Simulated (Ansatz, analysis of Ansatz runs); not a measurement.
# Reproducing a measured optical absorption band: F+ centre in corundum, part 2 of 2

How near does this set-up come to the measured optical absorption band? Subject: F+ centre in corundum. Set-up: HSE06 on PBE structures, 80-site cell, PBE lattice, 420 eV, k: the zone centre alone. The model is a cell of 80 host atoms with 1 O taken out. The excitation energy is a difference of total energies with one electron moved up within one spin channel. Exact exchange opens the gap, stiffens bonds and lessens the self-interaction error, at many times the cost.

Ansatz 0.2.0; HSE06 on PBE structures, 80-site cell, PBE lattice, 420 eV, k: the zone centre alone.

So far: Starting point; Relaxation, charge +1.

## Step 3: Ground state

Both spins' levels are needed to pick the two between which the electron moves, so the ground state is solved with empty bands.

This step: plane-wave PAW DFT, HSE06; single point of a defect supercell on the structure relaxed with PBE.

Contents of ground/input.yaml:

```yaml
crystal:
  lattice:
    - [4.80871308, 2.77631179, 8.74900355]
    - [-4.80871308, 2.77631179, 8.74900355]
    - [0.0, -5.55262359, 8.74900355]
  atoms:
    - { symbol: Al, position: [0.175013917, 0.177893923, 0.174916497] }
    - { symbol: Al, position: [0.073770727, 0.074436748, 0.072118343] }
[... 5 atom lines left out ...]
    - { symbol: O, position: [0.225718009, 0.020440953, 0.377875156] }
[... 6 atom lines left out ...]
    - { symbol: O, position: [0.278195452, 0.474253096, 0.625236161] }
[... 7 atom lines left out ...]
    - { symbol: Al, position: [0.319858326, 0.830214711, 0.313886227] }
    - { symbol: Al, position: [0.430141674, 0.936113773, 0.419785289] }
[... 1 atom line left out ...]
    - { symbol: O, position: [0.127268205, 0.777374284, 0.472790405] }
    - { symbol: O, position: [0.469154887, 0.626955918, 0.283388368] }
[... 3 atom lines left out ...]
    - { symbol: Al, position: [0.163499839, 0.672135799, 0.684427602] }
[... 3 atom lines left out ...]
    - { symbol: O, position: [0.280845113, 0.966611632, 0.623044082] }
[... 1 atom line left out ...]
    - { symbol: O, position: [0.471804548, 0.624763839, 0.775746904] }
[... 27 atom lines left out ...]
    - { symbol: O, position: [0.622731795, 0.777209595, 0.472625716] }
[... 3 atom lines left out ...]
    - { symbol: O, position: [0.524281991, 0.872124844, 0.229559047] }
[... 1 atom line left out ...]
    - { symbol: Al, position: [0.586500161, 0.565572398, 0.577864201] }
[... 7 atom lines left out ...]
    - { symbol: O, position: [0.528239092, 0.875335109, 0.721055766] }
total_charge: 1
basis:
  ecutwfc: 420
  xc_grid: 2
hamiltonian:
  xc: hse06
kpoints:
  mp_grid: { grid: [1, 1, 1] }
magnetization:
  spin_polarized: true
  initial_magnetization: 1
  spin_locking: { lock_magnetization: hard }
scf:
  occupations: { method: fermi_dirac, width: 0.01 }
  max_iter: 120
  n_extra_bands: 20
  lower_state_search: "off"
output:
  forces: true
  eigenvalues: true
checkpoint:
  read: "../relax.run"
  write: "../ground.run"
  compress: false
  write_wavefunctions: true
  write_every: 100000
```

The run is started by

```console
> ansatz run input.yaml --threads 2 --pin off --max-ram 3768MiB --backend cpu --events-out ev --progress --plain --runs-dir out
```

Numbers of over 12 decimals in the logs are rounded to 6 here.

The program printed:

```text
[...]
Warning: the band count 209 (scf.n_extra_bands) hosts the net moment |M| = 1.0000 μB (N_el = 377) but caps the reachable moment at 2·n_bands − N_el = 41.0000 μB, below the 268 bands that the automatic rule leaves for it — a moment growing past the seed, or [...]
Warning: checkpoint.read: hamiltonian.xc differs: saved pbe, current hse06; the SCF iterates under this deck's functional from the saved state
[...]
exact exchange: scf.exx.singularity resolves to wigner_seitz, which cuts the screened interaction at the faces of the exchange supercell's Wigner-Seitz cell, so that each pair interacts once, at the shortest of its separations (the periodic images that this [...]
[...]
Crystal: 79 atoms, lattice volume = 700.821 Å³
Basis set: ecut = 420 eV, 13757 PW (Γ), exchange–correlation on 144×144×144 points (8 copies of the dense FFT grid, shifted against one another)
[...]
Fermi energy:    10.156468 (↑ 11.437899, ↓ 8.677917) eV
[...]
--- Forces (eV/Å), atoms counted from 1 ---
  atom   1  Al    -0.01888456     0.01944976    -0.05687766
  atom   2  Al     0.00255672     0.00140476     0.04599587
  [... 5 atoms left out ...]
  atom   8  O      0.06027439     0.01266173    -0.00685691
  [... 14 atoms left out ...]
  atom  23  Al    -0.06453109     0.12326257    -0.06608543
  atom  24  Al    -0.07448297     0.11751685     0.06608543
  [... 1 atom left out ...]
  atom  26  O      0.03096934    -0.03211394     0.02450763
  atom  27  O     -0.00153986     0.05006913    -0.00866182
  [... 3 atoms left out ...]
  atom  31  Al    -0.08900601    -0.19931100    -0.17036802
  [... 3 atoms left out ...]
  atom  35  O     -0.04259121     0.02636812     0.00866182
  [... 29 atoms left out ...]
  atom  65  O      0.01232681    -0.04287720    -0.02450763
  [... 3 atoms left out ...]
  atom  69  O     -0.04110257    -0.04586829     0.00685691
  [... 1 atom left out ...]
  atom  71  Al     0.21711139    -0.02257404     0.17036802
  [... 8 atoms left out ...]
  max |Σ_I F_I| component: 2.91e-5 eV/Å
--- Band table (eV) ---
[...]
[key lines of the parts left out:]
Magnetization: 1.0000 μB (189.0000 up, 188.0000 down)
Free energy (F): -44005.492529 eV
```

Run time: 3.6 min. Hardware: 2 threads of Intel Xeon Platinum 8559C (Emerald Rapids), shared host; peak memory 2 GiB; 7 min of CPU time.

In the SCF lines HF is the Harris–Foulkes energy and dr2 the Hartree energy of the density residual, in eV; the loop may stop once dr2 is under the threshold and the program's other checks hold. Hψ counts applications of the Hamiltonian.

Read from the output:

| Quantity | Value |
| --- | --- |
| free energy | -44005.4925 eV |
| total moment | 1 μB |
| integral of the absolute spin density | 1.058 μB |
| spin contamination | 0.001588 |

## Step 4: Ground state at the level of the structure

The ground state is solved at the level of the structure too, which shows how far its levels are spread.

This step: plane-wave PAW DFT, PBE; single point of a defect supercell.

ground_geo/input.yaml, as its differences from ground/input.yaml of step 3:

```diff
@@ -37,3 +37,3 @@
 hamiltonian:
-  xc: hse06
+  xc: pbe
 kpoints:
@@ -52,5 +52,6 @@
   eigenvalues: true
+  eigenstates: { localisation: true }
 checkpoint:
   read: "../relax.run"
-  write: "../ground.run"
+  write: "../ground_geo.run"
   compress: false
```

The program printed:

```text
[...]
Crystal: 79 atoms, lattice volume = 700.821 Å³
Basis set: ecut = 420 eV, 13757 PW (Γ), exchange–correlation on 144×144×144 points (8 copies of the dense FFT grid, shifted against one another)
Bands: 209, of which v1, the nominal top of the filled ones, is band 189 counted from 1 (188 counted from 0)
Symmetry: 2 space group operations
[...]
k-points: 1
[...]
SCF iter   1: F=—  HF=-43995.136251 eV  |F-HF|=—  |Δ(HF+E_count)|=         —  Δρ=1.10e-6 (↑1.08e-6 ↓1.10e-6)  dr2=2.29e-8  dr2_m=7.41e-11  M=1.000 μB ∫|m|=1.041 μB  β_m=0.30  ethr=1.90e-11  ⟨swp⟩=5.0  Hψ=1147  notcnv=0
[...]
SCF iter   2: F=-43995.136251 eV  HF=-43995.136251 eV  |F-HF|=7.20e-10  |Δ(HF+E_count)|=   2.15e-9  Δρ=5.75e-7 (↑5.57e-7 ↓5.75e-7)  dr2=6.82e-9  dr2_m=4.72e-11  M=1.000 μB ∫|m|=1.041 μB  ethr=6.06e-12  ⟨swp⟩=2.0  Hψ=803  notcnv=0
[...]
--- Forces (eV/Å), atoms counted from 1 ---
  atom   1  Al     0.00092573     0.00058473     0.00002399
  atom   2  Al    -0.00094487    -0.00031531     0.00036137
  [... 5 atoms left out ...]
  atom   8  O     -0.00041464    -0.00013532     0.00047365
  [... 14 atoms left out ...]
  atom  23  Al     0.00097821    -0.00082793     0.00082978
  atom  24  Al     0.00022790    -0.00126112    -0.00082978
  [... 1 atom left out ...]
  atom  26  O     -0.00047255    -0.00073380     0.00049871
  atom  27  O      0.00102983    -0.00073633    -0.00119345
  [... 3 atoms left out ...]
  atom  31  Al    -0.00037528     0.00062291     0.00003410
  [... 3 atoms left out ...]
  atom  35  O      0.00012277    -0.00126003     0.00119345
  [... 29 atoms left out ...]
  atom  65  O      0.00087176     0.00004234    -0.00049871
  [... 3 atoms left out ...]
  atom  69  O      0.00032451     0.00029143    -0.00047365
  [... 1 atom left out ...]
  atom  71  Al    -0.00035182     0.00063646    -0.00003410
  [... 8 atoms left out ...]
  max |Σ_I F_I| component: 2.56e-5 eV/Å
--- Band table (eV) ---
[...]
[key lines of the parts left out:]
SCF converged after 2 iterations
Magnetization: 1.0000 μB (189.0000 up, 188.0000 down)
Free energy (F): -43995.136251 eV
Fermi energy:    10.331064 (↑ 11.488344, ↓ 9.153738) eV
```

The job ended after 7.5 s (2 threads; peak memory 1.2 GiB).

Read from the output:

```
free energy                           : -43995.1363 eV
total moment                          : 1 μB
integral of the absolute spin density : 1.045 μB
spin contamination                    : 0.002281
```

From eigenstates.tsv, first k-point; energies on the run's zero. The participation number counts the atoms that a state is spread over, of 79; bands count from 0.

```csv
spin,band,energy (eV),occupation,participation,largest share on,share
down,182,7.025,1.00,29.4,O16,0.07
down,183,7.036,1.00,25.3,O9,0.09
down,184,7.042,1.00,24.1,O18,0.09
down,185,7.188,1.00,44.7,O20,0.03
down,186,7.190,1.00,46.5,O18,0.04
down,187,7.231,1.00,45.2,O58,0.04
down,188,11.077,0.00,12.0,Al31,0.17
down,189,13.522,0.00,75.7,Al31,0.02
down,190,14.709,0.00,10.6,Al31,0.19
down,191,15.094,0.00,15.1,Al23,0.12
down,192,15.351,0.00,34.1,O27,0.06
up,183,7.032,1.00,24.3,O5,0.09
up,184,7.038,1.00,24.4,O18,0.09
up,185,7.183,1.00,44.2,O20,0.03
up,186,7.185,1.00,45.6,O18,0.04
up,187,7.227,1.00,44.6,O58,0.04
up,188,9.586,1.00,10.5,Al31,0.18
up,189,13.391,0.00,78.3,O48,0.01
up,190,13.941,0.00,8.0,Al31,0.23
up,191,14.478,0.00,12.3,Al23,0.14
up,192,14.985,0.00,20.7,Al23,0.10
up,193,15.696,0.00,61.9,O58,0.03
```

Under PBE at the zone centre alone, the highest filled state is spin up, spread over 10 of 79 atoms, and the lowest empty one, 1.49 eV above it, is spin down, spread over 12 of 79 atoms.

The atoms' spheres hold 0.26 of the 1 μB, none over 0.03 μB.

## Step 5: Excited state at the ground state's structure

One electron is moved to the upper level and held there by its overlap; at the ground state's structure the energy difference is the vertical absorption.

This step: plane-wave PAW DFT, HSE06; single point of a defect supercell on the structure relaxed with PBE.

excited/input.yaml, as its differences from ground_geo/input.yaml of step 4:

```diff
@@ -37,3 +37,3 @@
 hamiltonian:
-  xc: pbe
+  xc: hse06
 kpoints:
@@ -45,4 +45,9 @@
 scf:
-  occupations: { method: fermi_dirac, width: 0.01 }
-  max_iter: 120
+  occupations:
+    method: fermi_dirac
+    width: 0.01
+    excite:
+      from: { channel: up, k: 0, band: v1, track: overlap }
+      to: { channel: up, k: 0, band: c1, track: overlap }
+  max_iter: 150
   n_extra_bands: 20
@@ -51,7 +56,5 @@
   forces: true
-  eigenvalues: true
-  eigenstates: { localisation: true }
 checkpoint:
-  read: "../relax.run"
-  write: "../ground_geo.run"
+  read: "../ground.run"
+  write: "../excited.run"
   compress: false
```

The program printed:

```text
[...]
Warning: checkpoint.read: where the exact-exchange loop starts from the saved orbitals it accepts no state on its first cycle, because this run fills its levels by another recipe than the state's run did (scf.occupations, or the total moment that [...]
[...]
Crystal: 79 atoms, lattice volume = 700.821 Å³
Basis set: ecut = 420 eV, 13757 PW (Γ), exchange–correlation on 144×144×144 points (8 copies of the dense FFT grid, shifted against one another)
Bands: 209, of which v1, the nominal top of the filled ones, is band 189 counted from 1 (188 counted from 0)
Symmetry: 2 space group operations
[...]
k-points: 1
Excitation: hole v1 ↑ at k 0, (0, 0, 0); particle c1 ↑ at k 0, (0, 0, 0); 1.000000e0 electrons a cell; the bands as a deck names them, k counted from 0 among the points solved; in brackets its point in fractional reciprocal coordinates
[...]
[... 5 atoms left out ...]
  atom   8  O      1.20699616    -0.76173478     0.10315979
  [... 14 atoms left out ...]
  atom  23  Al    -0.97319404     1.91131588    -1.81345989
  atom  24  Al    -1.16865109     1.79846870     1.81345989
  [... 1 atom left out ...]
  atom  26  O      0.89648576     0.07405991     1.19094931
  atom  27  O     -0.41588791    -0.51435399     0.81112915
  [... 3 atoms left out ...]
  atom  31  Al    -1.33524429    -2.63513369    -1.63458942
  [... 3 atoms left out ...]
  atom  35  O      0.65338757     0.10299250    -0.81112915
  [... 29 atoms left out ...]
  atom  65  O     -0.51238064    -0.73934949    -1.19094931
  [... 3 atoms left out ...]
  atom  69  O      0.05618359    -1.42615673    -0.10315979
  [... 1 atom left out ...]
  atom  71  Al     2.94971487    -0.16121137     1.63458942
  [... 8 atoms left out ...]
  max |Σ_I F_I| component: 1.46e-7 eV/Å
--- Band table (eV) ---
[...]
guard bands above this table: 18 of the run's 209 bands, where the rule asks 19: the bands that hold charge and the lowest empty level above them stay in the table. [...]
[key lines of the parts left out:]
Converged-ψ floor refinement (derivative, response, wavefunction or occupation consumer): ⟨swp⟩=4.0  Hψ=1391  notcnv=0
Magnetization: 1.0000 μB (189.0000 up, 188.0000 down)
Free energy (F): -44000.527276 eV
Fermi energy:    7.659275 (↑ 9.894796, ↓ 7.657813) eV  (of the remaining states, beside the excitation)
```

It took 6.9 min on 2 threads; peak memory 2 GiB.

Read from the output:

- free energy: -44000.5273 eV
- total moment: 1 μB
- integral of the absolute spin density: 1.061 μB
- spin contamination: 5.10e-4

## Step 6: Outcome

The level that takes the electron spreads over a large part of the cell (78 of 79 atoms): it is diffuse or a band state, and this cell can't show whether it is bound to the centre. For the record: Vertical absorption energy: computed 4.97 eV, measured 4.8 eV (lower of two bands); 0.17 eV above the measurement.

[Logs are printed without paths, hosts, clocks, repeated set-up lines and the standing remarks that a program may print on its own settings, such as how far it seeks lower states.]

[Hosts, paths, dates, database ids (printed as entryN), source tags and the programs' standing remarks are cut or masked in the printed files.]

[For some hosts the program warned that the k-mesh of the response run may be too coarse for force constants and the static dielectric constant; such warnings are not shown here.]
